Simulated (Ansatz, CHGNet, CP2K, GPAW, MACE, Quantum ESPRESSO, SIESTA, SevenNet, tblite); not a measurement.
# tblite runs on Ta(100)/ZrC(100) interface (56 atoms)

How near does tblite come to plane waves for Ta(100)/ZrC(100) interface (56 atoms)?

Method: the method is named at each step, in tblite 0.8.0.

**1. Starting point**

The cell holds 56 atoms: 24 Ta, 16 Zr and 16 C. Cell: a = 13.619 Å, b = 6.606 Å, c = 11.983 Å, α = 90.0°, β = 90.0°, γ = 104.0°. Bcc Ta(100), 3 repeat layers, 8 surface cells, strained -0.00 and +0.00 %; rock-salt ZrC(100), 2 layers, 8 cells, -0.57 and -0.57 %; outer planes 3.13 Å apart and 3.19 Å at the second interface of the periodic stack; not relaxed, displaced by a Gaussian of 0.02 Å. Then every atom was moved at random, 0.02 Å r.m.s. a Cartesian component. Regions: Ta, 24 atoms (24 Ta); ZrC, 32 atoms (16 Zr and 16 C). The structure's axis is c.

The yardstick, on the same geometry:

```
method                 : Kohn-Sham DFT, PBE, SSSP efficiency 1.3.0 pseudopotentials, plane waves (Quantum ESPRESSO 7.5); sssp-pbe-1.3.0-efficiency, cutoffs 45/360 Ry, Γ point
r.m.s. force component : 0.4797 eV/Å
longest force          : 1.573 eV/Å
pressure               : -12.06 GPa
time                   : 3.3 min on 4 MPI ranks of Arm Neoverse V1, shared host
CPU time               : 13 min
```

**2. GFN1-xTB**

Method: GFN1-xTB tight binding, diagonalisation.

Contents of run.py:

```python
import numpy as np
from ase.io import read
from tblite.ase import TBLite

atoms = read("structure.xyz")
atoms.calc = TBLite(method="GFN1-xTB", electronic_temperature=580, accuracy=1.0, max_iterations=250, mixer_damping=0.1, verbosity=1)
energy = atoms.get_potential_energy()
forces = atoms.get_forces()
print(f"energy {energy:.6f} eV")
print("forces (eV/A)")
for i, (a, f) in enumerate(zip(atoms, forces)):
    print(f"{i:4d} {a.symbol:2s} {f[0]:10.5f} {f[1]:10.5f} {f[2]:10.5f}")
stress = -atoms.get_stress(voigt=False) * 160.21766
print("stress (GPa, compression positive)")
for row in stress:
    print(" ".join(f"{x:10.4f}" for x in row))
print("charges (e)")
print(np.array2string(atoms.get_charges(), precision=4, suppress_small=True, max_line_width=110, threshold=100000))
```

Contents of structure.xyz:

```xyz
56
Lattice="13.61860 0.00000 0.00000 -1.60219 6.40876 0.00000 0.00000 0.00000 11.98281" Properties=species:S:1:pos:R:3 pbc="T T T"
Ta 9.58581 2.35894 11.90528
Ta 7.59284 3.66587 1.62882
Ta 6.41510 1.58771 3.33038
Ta 8.81232 5.53569 0.01270
Ta 8.40840 0.38677 1.65435
Ta 5.62353 4.77087 3.28317
Ta 6.40781 1.57438 0.01270
Ta 4.38867 2.79640 1.67771
Ta 3.19942 0.80404 3.28796
Ta 5.61185 4.81650 11.94267
Ta 3.59819 6.00462 1.64200
Ta 2.41805 4.03355 3.25693
Ta 3.25944 0.81398 11.97922
Ta 1.19126 2.06279 1.60773
Ta 0.00213 0.03506 3.27598
Ta 2.41432 3.99727 11.95837
Ta 0.39463 5.20302 1.67148
Ta 12.80793 3.23450 3.32175
Ta -1.59528 6.40184 0.06219
Ta 11.66725 1.21452 1.64081
Ta 8.80470 5.60920 3.31433
Ta -0.80631 3.22687 11.93248
Ta 10.86308 4.39692 1.63949
Ta 9.57041 2.41239 3.34129
Zr 0.03093 1.47946 6.42650
C 11.65903 2.65393 6.42482
Zr 11.59705 2.69053 8.80856
C -0.02556 1.45267 8.84727
Zr 10.44424 0.64062 6.47156
C 8.38032 1.89417 6.47024
Zr 8.37641 1.83355 8.78616
C 10.40234 0.68894 8.78352
Zr 5.63260 6.26097 6.40373
C 5.22688 1.09904 6.42195
Zr 5.19449 1.02867 8.81815
C 5.63752 6.25706 8.77130
Zr 2.36214 5.40931 6.41955
C 2.04736 0.30474 6.48630
Zr 2.01988 0.22565 8.80485
C 2.38798 5.47430 8.80449
Zr -0.76296 4.64686 6.40721
C 10.80786 5.85979 6.40805
Zr 10.83148 5.88299 8.73415
C -0.78347 4.67224 8.74386
Zr 9.61593 3.88685 6.36155
C 7.60634 5.06471 6.41020
Zr 7.61510 5.09996 8.80054
C 9.61135 3.85179 8.81240
Zr 6.43286 3.04903 6.40421
C 4.44005 4.27304 6.41140
Zr 4.43442 4.25420 8.80209
C 6.43088 3.07928 8.80820
Zr 3.17393 2.21339 6.44100
C 1.21020 3.43221 6.46676
Zr 1.21439 3.42907 8.83493
C 3.24008 2.27562 8.82570
```

On the command line:

```
OMP_NUM_THREADS=1 python run.py > output.txt
```

Output:

```text
------------------------------------------------------------
  cycle        total energy    energy error   density error
------------------------------------------------------------
      1     -105.4809607750  -1.0567804E+02   1.3941198E+00
      2     -84.20322087220   2.1277740E+01   1.3053649E+00
      3     -103.0405518735  -1.8837331E+01   1.1860521E+00
      4      178.8029996166   2.8184355E+02   2.6100168E+00
      5     -75.18264622111  -2.5398565E+02   7.7704037E-01
      6      76.66984073356   1.5185249E+02   2.1459370E+00
      7      5.256895363185  -7.1412945E+01   1.7847786E+00
      8      1.216805493945  -4.0400899E+00   1.6426155E+00
      9     -16.61067713512  -1.7827483E+01   1.5044620E+00
     10     -27.24155742677  -1.0630880E+01   1.3930906E+00
     11     -43.30429019834  -1.6062733E+01   1.2252150E+00
     12     -54.62552870443  -1.1321239E+01   1.1002791E+00
     13     -72.26576206741  -1.7640233E+01   8.7617623E-01
     14     -95.60622818240  -2.3340466E+01   4.9688821E-01
     15     -102.9542217970  -7.3479936E+00   3.0959107E-01
     16     -104.9617662814  -2.0075445E+00   2.4295201E-01
     17     -105.9098984629  -9.4813218E-01   2.0755622E-01
     18     -106.8105944686  -9.0069601E-01   1.6639296E-01
     19     -107.6973743990  -8.8677993E-01   1.1418036E-01
     20     -107.6161813170   8.1193082E-02   1.1538021E-01
     21     -107.4223954558   1.9378586E-01   1.1635276E-01
     22     -107.6153337285  -1.9293827E-01   1.0522550E-01
     23     -107.7047835441  -8.9449816E-02   9.8447114E-02
     24     -107.8036010822  -9.8817538E-02   8.8996921E-02
[...]
45     -108.0658726779   9.6442896E-07   2.1385392E-04
     46     -108.0658737805  -1.1026642E-06   1.8784580E-04
     47     -108.0658742795  -4.9891453E-07   1.4795620E-04
     48     -108.0658745031  -2.2367129E-07   9.1687729E-05
     49     -108.0658744173   8.5804515E-08   9.5438109E-05
     50     -108.0658745425  -1.2519673E-07   7.4317936E-05
     51     -108.0658746253  -8.2821728E-08   5.5098479E-05
     52     -108.0658747304  -1.0508172E-07   1.8585431E-05
------------------------------------------------------------
 total:                                   4.575 sec
energy -2940.622233 eV
forces (eV/A)
   0 Ta    0.39675    0.28621   -1.22825
   1 Ta    0.23412   -1.32757    0.15460
   2 Ta   -0.18914   -0.03298    1.51405
   3 Ta    0.49607    0.68920   -2.03625
   4 Ta    0.06701    0.32753   -0.05739
   5 Ta   -0.46445    0.10357    1.99186
   6 Ta    0.12466    0.36874   -1.90750
   7 Ta    0.42092    0.11530   -0.26030
   8 Ta   -0.31871   -0.19430    1.91728
   9 Ta    0.02986    0.13747   -1.75546
  10 Ta    0.32406   -0.09133    0.16280
  11 Ta   -0.35121   -0.30129    2.26407
  12 Ta   -0.17044    0.09919   -2.07703
  13 Ta    0.12996   -0.52626    0.19567
  14 Ta   -0.02723   -0.14557    2.23562
  15 Ta    0.23656    0.34105   -2.07689
  16 Ta    0.11771    0.29086   -0.31208
  17 Ta   -0.10580   -0.29872    1.91630
  18 Ta    0.33740    0.20032   -2.55354
  19 Ta   -0.93535    0.02336   -0.11988
  20 Ta    0.00499   -0.08914    1.86507
  21 Ta    0.35170    0.05333   -1.75916
  22 Ta   -0.82225   -0.24730    0.05650
  23 Ta   -0.03710   -0.11480    1.34258
[...]
48 Zr   -0.28117    0.23303   -1.10042
  49 C    -0.16150    0.10912    0.04683
  50 Zr   -0.16481    0.00245    1.17657
  51 C    -0.19226   -0.16458   -0.05172
  52 Zr    0.68085    0.53983   -1.20618
  53 C     0.16068    0.32726   -0.12679
  54 Zr   -0.12639    0.06593    1.36364
  55 C    -0.13793   -0.17686   -0.02372
stress (GPa, compression positive)
   -1.7270     1.6622     0.9185
    1.6622    -7.8274     0.5687
    0.9185     0.5687    -7.4997
charges (e)
[-0.0544 -0.1812 -0.0716 -0.0789 -0.1798 -0.0861 -0.0809 -0.1767 -0.0751 -0.0691 -0.1813 -0.0848 -0.0712
 -0.1839 -0.0508 -0.0728 -0.1957 -0.0763 -0.0628 -0.1812 -0.0587 -0.0782 -0.188  -0.093   1.2801 -1.0763
  1.2444 -1.0628  1.2611 -1.0848  1.2445 -1.1012  1.2469 -1.0419  1.2451 -1.1183  1.262  -1.146   1.2609
 -1.0946  1.2751 -1.1638  1.2565 -1.0936  1.2536 -1.0892  1.2474 -1.0362  1.2403 -1.0454  1.2457 -1.0446
  1.2637 -1.1647  1.2607 -1.0921]
```

It took 5.3 s on 1 thread of Arm Neoverse V1, shared host; peak memory 0.11 GiB.

Banners, paths, timers and routine set-up lines are dropped from the logs unmarked, and long logs keep their key lines alone; longer cuts are marked.

Against the reference:

| Property | Result |
| --- | --- |
| r.m.s. force component | 0.7634 eV/Å |
| r.m.s. difference of force components | 985.7 meV/Å |
| longest difference of force vectors | 3142 meV/Å |
| force difference over r.m.s. force | 205.5 % |
| slope of forces against the reference's | -0.3451 |
| correlation of force components | -0.2168 |
| pressure | -5.685 GPa |
| pressure difference | 6.372 GPa |

Length of the force difference by element (eV/Å):

```csv
element,atoms,mean,most
C,16,0.56,0.80
Ta,24,2.0,3.1
Zr,16,1.3,1.6
```

The surroundings of Ta19, which bears the longest force, nearest first, numbered as they follow in the input and with coordinates relative to it.

```csv
atom,x,y,z,distance (Å),Mulliken charge (e),Fx,Fy,Fz (eV/Å)
Ta19,0.00,0.00,0.00,0.00,-0.06,0.34,0.20,-2.55
Ta20,-1.96,1.22,1.58,2.80,-0.18,-0.94,0.02,-0.12
Ta23,-1.16,-2.00,1.58,2.80,-0.19,-0.82,-0.25,0.06
Ta17,1.99,-1.20,1.61,2.83,-0.20,0.12,0.29,-0.31
Ta14,1.18,2.07,1.55,2.84,-0.18,0.13,-0.53,0.20
Ta15,0.00,0.04,3.21,3.21,-0.05,-0.03,-0.15,2.24
Ta22,0.79,-3.17,-0.11,3.27,-0.08,0.35,0.05,-1.76
Ta4,-3.21,-0.87,-0.05,3.33,-0.08,0.50,0.69,-2.04
Ta22,-0.81,3.23,-0.11,3.34,-0.08,0.35,0.05,-1.76
Ta13,3.25,0.82,-0.07,3.36,-0.07,-0.17,0.10,-2.08
```

Atoms are counted from 1 here, from 0 in the log.

Forces lie 205 % from the reference's, at 0.0067 times its CPU time (on 1 against 4 cores).

**3. What came out**

```
force difference from the reference : tblite GFN1-xTB, 205 %
its CPU time                        : 5.3 s
```

Tight binding differs by 205 % (tblite GFN1-xTB); it is another model, with fitted parameters of its own, and the xTB methods hold dispersion. One electronic-structure run takes under half the reference's CPU time: tblite GFN1-xTB, at 205 % in 5.3 s against 13 min, too far off to be of use; its pressure misses by +6.4 GPa. Periodic xTB results under one method name differ between programs and library versions. The reference's pressure holds the uncorrected Pulay stress of its 45 Ry basis, so small pressure differences, and their order, may be the reference's own error. The reference's stress is far from hydrostatic: its diagonal is -11.2, -9.4, -15.5 GPa, compression counted positive. The host structure and its lattice constant were typed by rule, without a check against the phase diagram. The reference's pressure of -12 GPa says that the cell would shrink at this level of theory. The electronic-structure runs sample only Γ, in a cell whose shortest periodic width is 6 Å, which is coarse for a cell with partly filled levels. Spin–orbit coupling is left out, which matters for the levels of the heavy elements.

[Also dropped from logs without a mark: logging warnings of Python, and SIESTA's first energy breakdown and zero terms.]

[Logs are printed without paths, hosts, clocks, repeated set-up lines and the standing remarks that a program may print on its own settings, such as how far it seeks lower states.]

[Hosts, paths, dates, database ids (printed as entryN), source tags and the programs' standing remarks are cut or masked in the printed files.]
